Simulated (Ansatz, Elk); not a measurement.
## Bonding as seen by X-rays: MgAgCl3

The structure of MgAgCl3 used here is made up (a known structure type with other elements) and was relaxed beforehand with PBEsol. The aim is the Fourier transform of its all-electron density, F(hkl), set beside the sum over free spherical atoms that refinements use.

Main program and level: Elk 11.2.3 (patched build); DFT, PBE, all-electron APW+lo, Dirac cores, scalar-relativistic bands, static density, no spin.

This account leaves out most program logs.

The structure was built from a prototype and need not be the compound's stable phase.

### 1. The starting structure

Symmetry: Pm-3m, No. 221, cubic system. The conventional cell has a = 4.826 Å, b = 4.826 Å, c = 4.826 Å, α = 90.00°, β = 90.00°, γ = 90.00°. Nearest to Ag lie 12 Cl at 3.41 Å. Cl has 2 Mg at 2.41 Å nearest. Nearest to Mg lie 6 Cl at 2.41 Å. Farther neighbours and most contacts between anions are not listed.

### 2. Ground state and structure factors

An all-electron density is needed, since X-rays see the cores too. Task 0 finds the density and task 195 Fourier-transforms it; tshift is off so that phases refer to the origin typed.

File elk.in:

```
tasks
  0
  195

xctype
  20

spinpol
  .false.

rgkmax
  7.0

gmaxvr
  14.0

lmaxo
  7

lmaxapw
  8

swidth
  0.002

tshift
  .false.

ramdisk
  .false.

hmaxvr
  5.5

maxscl
  120

epspot
  1e-06

sppath
  './'

avec
  9.11965133645 -0.00000000000 -0.00000000000
  -0.00000000000 9.11965133645 -0.00000000000
  -0.00000000000 -0.00000000000 9.11965133645

atoms
  3
  'Ag.in'
  1
  0.0000000000 -0.0000000000 -0.0000000000   0.000000 0.000000 0.000000
  'Cl.in'
  3
  0.5000000000 0.5000000000 0.0000000000   0.000000 0.000000 0.000000
  0.5000000000 0.0000000000 0.5000000000   0.000000 0.000000 0.000000
  0.0000000000 0.5000000000 0.5000000000   0.000000 0.000000 0.000000
  'Mg.in'
  1
  0.5000000000 0.5000000000 0.5000000000   0.000000 0.000000 0.000000

ngridk
  5 5 5
```

Launch:

```sh
$ OMP_NUM_THREADS=4 elk
```

The job ended after 16 s (4 threads of Intel Xeon Platinum 8559C (Emerald Rapids), shared host; peak memory 0.21 GiB).

SFACRHO.OUT:

```text

h k l indices transformed by vhmat matrix:
   1.000000000       0.000000000       0.000000000    
   0.000000000       1.000000000       0.000000000    
   0.000000000       0.000000000       1.000000000    

      h      k      l  multipl.   |H|            Re(F)            Im(F)           |F|

      0      0      0      1   0.0000000       110.00000      0.25098380E-15   110.00000    
      0     -1      0      6  0.68897210       17.994183      0.11974773E-13   17.994183    
     -1      0      1     12  0.97435368       36.825778     -0.77980774E-15   36.825778    
      1      1      1      8   1.1933347       68.600531      0.11680657E-13   68.600531    
      0      0     -2      6   1.3779442       81.868821     -0.19173438E-13   81.868821    
     -1      0     -2     24   1.5405884       16.817692      0.23267959E-13   16.817692    
     -1      1     -2     24   1.6876301       32.401282      0.12829323E-13   32.401282    
      2      2      0     12   1.9487074       69.383519      0.34930551E-13   69.383519    
      2     -2      1     24   2.0669163       15.277559     -0.13066201E-13   15.277559    
      0      0      3      6   2.0669163       15.098333      0.91188376E-14   15.098333    
     -3      1      0     24   2.1787211       29.095202     -0.23972682E-14   29.095202    
     -1     -1     -3     24   2.2850619       49.869211     -0.20967795E-13   49.869211    
      2     -2     -2      8   2.3866694       62.101996     -0.15571676E-13   62.101996    
     -2     -3      0     24   2.4841242       13.877273     -0.17563422E-13   13.877273    
     -2      1      3     48   2.5778975       26.293313      0.12937178E-13   26.293313    
      4      0      0      6   2.7558884       57.250289      0.28280059E-13   57.250289    
      3      2     -2     24   2.8407047       12.931532     -0.89558153E-14   12.931532    
     -4      0     -1     24   2.8407047       12.888636      0.84391642E-14   12.888636
```

Elk indexes on the primitive cell of elk.in and gives |H| = 4π sin θ/λ in inverse bohr. Below, one row stands for each form hkl of the conventional cell (m members, Friedel mates merged), F is for one primitive cell and the density is static (no thermal factor). Free-atom factors are Waasmaier and Kirfel's, and R is Σm||F|−|F'||/Σm|F|.

```tsv
hkl	m	sin θ/λ (Å⁻¹)	abs F, DFT	neutral atoms	diff.	ions	diff.
100	6	0.104	17.994	18.257	-0.263	18.224	-0.230
110	12	0.146	36.826	37.212	-0.387	36.640	+0.185
111	8	0.179	68.600	68.249	+0.351	68.358	+0.243
200	6	0.207	81.869	81.691	+0.178	81.642	+0.227
210	24	0.232	16.818	16.850	-0.033	16.805	+0.012
211	24	0.254	32.401	32.455	-0.054	32.579	-0.178
220	12	0.293	69.383	69.438	-0.054	69.365	+0.018
221	24	0.311	15.278	15.159	+0.119	15.155	+0.123
300	6	0.311	15.098	15.159	-0.060	15.155	-0.056
310	24	0.328	29.095	28.987	+0.108	29.099	-0.004
311	24	0.344	49.869	49.928	-0.059	49.782	+0.087
222	8	0.359	62.102	62.187	-0.085	62.134	-0.032
320	24	0.374	13.877	13.839	+0.038	13.866	+0.011
321	48	0.388	26.293	26.260	+0.033	26.330	-0.036
400	6	0.414	57.250	57.250	+0.000	57.227	+0.024
322	24	0.427	12.931	12.858	+0.073	12.895	+0.036
410	24	0.427	12.889	12.858	+0.031	12.895	-0.007
411	24	0.440	24.164	24.096	+0.068	24.134	+0.030
330	12	0.440	24.148	24.096	+0.052	24.134	+0.013
331	24	0.452	43.235	43.249	-0.014	43.251	-0.016
420	24	0.463	53.546	53.572	-0.026	53.575	-0.028
421	48	0.475	12.201	12.143	+0.059	12.178	+0.024
```

The ions are Mg2+, Ag+ and Cl−, by formal charge.

### 3. The highest occupied states alone

An energy window below the Fermi level keeps the highest occupied states, to see at which angles they scatter; shallow core shells can lie inside it and anion s states outside. No new self-consistency is needed.

elk.in, as its differences from that of step 2:

```diff
@@ -1,3 +1,2 @@
 tasks
-  0
   195
@@ -40,2 +39,5 @@
 
+wsfac
+  -0.370400 0.370590
+
 sppath
```

Launch:

```sh
$ OMP_NUM_THREADS=4 elk
```

Wall time 7.7 s (4 threads); peak memory 0.16 GiB; 9.1 s of CPU time.

States within 12 eV below the Fermi level hold 28.00 electrons; any levels below the window count with the cores. Their amplitudes can exceed the total, where window and core parts have opposite phase:

```tsv
hkl	sin θ/λ (Å⁻¹)	abs F, window	abs F, all
100	0.104	4.017	17.994
110	0.146	4.207	36.826
111	0.179	12.269	68.600
200	0.207	9.686	81.869
210	0.232	3.052	16.818
211	0.254	2.693	32.401
220	0.293	3.786	69.383
221	0.311	2.004	15.278
300	0.311	1.933	15.098
310	0.328	1.746	29.095
```

### 4. Another functional

The difference from free atoms is small, so it is set against the change that PBEsol makes.

elk.in, as its differences from that of step 3:

```diff
@@ -1,2 +1,3 @@
 tasks
+  0
   195
@@ -4,3 +5,3 @@
 xctype
-  20
+  22
 
@@ -39,5 +40,2 @@
 
-wsfac
-  -0.370400 0.370590
-
 sppath
```

Launch:

```sh
$ OMP_NUM_THREADS=4 elk
```

It took 16 s on 4 threads; peak memory 0.21 GiB; 30 s of CPU time.

Against the first run R = 0.03 %; the largest change is -0.067 at 111.

### 5. Basis size

A smaller basis shows how fast F responds to it; the change is likely larger than the basis error of the first run, but doesn't show convergence.

elk.in, as its differences from that of step 4:

```diff
@@ -5,3 +5,3 @@
 xctype
-  22
+  20
 
@@ -11,3 +11,3 @@
 rgkmax
-  7.0
+  5.5
```

Launch:

```sh
$ OMP_NUM_THREADS=4 elk
```

Elapsed: 14 s, on 4 threads; peak memory 0.2 GiB; 25 s of CPU time.

Against the first run R = 0.03 %; the largest change is -0.065 at 200.

### 6. Settings against the effect

```tsv
run	R against the first run (%)	R against neutral atoms, low angle (%)	wall time
PBE, rgkmax 7	0.00	0.36	16 s
PBEsol	0.03	0.34	16 s
rgkmax 5.5	0.03	0.33	14 s
```

### 7. Outcome

```yaml
r_against_neutral_atoms_sin_theta_lambda_0p3_a_minus1: 0.36 %
r_against_neutral_atoms_0p3_to_0p82_a_minus1: 0.17 %
r_against_ions_below_0p3_a_minus1: 0.32 %
```

Independent neutral atoms miss the calculated amplitudes by R = 0.36 % below 0.3 Å⁻¹ and 0.17 % from there to 0.82 Å⁻¹; by shells, 1.13 % below 0.15 Å⁻¹ (2 forms), 0.22 % 0.15 to 0.3 (5 forms), 0.24 % 0.3 to 0.45 (12 forms), 0.16 % above 0.45 (59 forms). Bonding, aspherical density and the tables' own atoms all enter these figures, and the runs don't part them. The largest change of an amplitude is -0.39 electrons, at 110. Formal ions give R = 0.32 % at low angle, no better and no worse than neutral atoms. The window's part falls from 28.0 electrons at the origin to at most 0.31 between 0.45 and 0.82 Å⁻¹. Below 0.3 Å⁻¹ the changes that finished (PBEsol and rgkmax 5.5) move F by R = 0.05 % at most, against the 0.36 % that separates it from free atoms. The k-mesh has no finished test. These runs have no spin, though d or f shells may be open. Part of the difference isn't bonding: the tables are fits to free atoms and ions calculated by other methods than this functional. Thermal motion, anomalous dispersion and extinction are left out.

[Logs are printed without paths, hosts, clocks, repeated set-up lines and the standing remarks that a program may print on its own settings, such as how far it seeks lower states.]

[Hosts, paths, dates, database ids (printed as entryN), source tags and the programs' standing remarks are cut or masked in the printed files.]
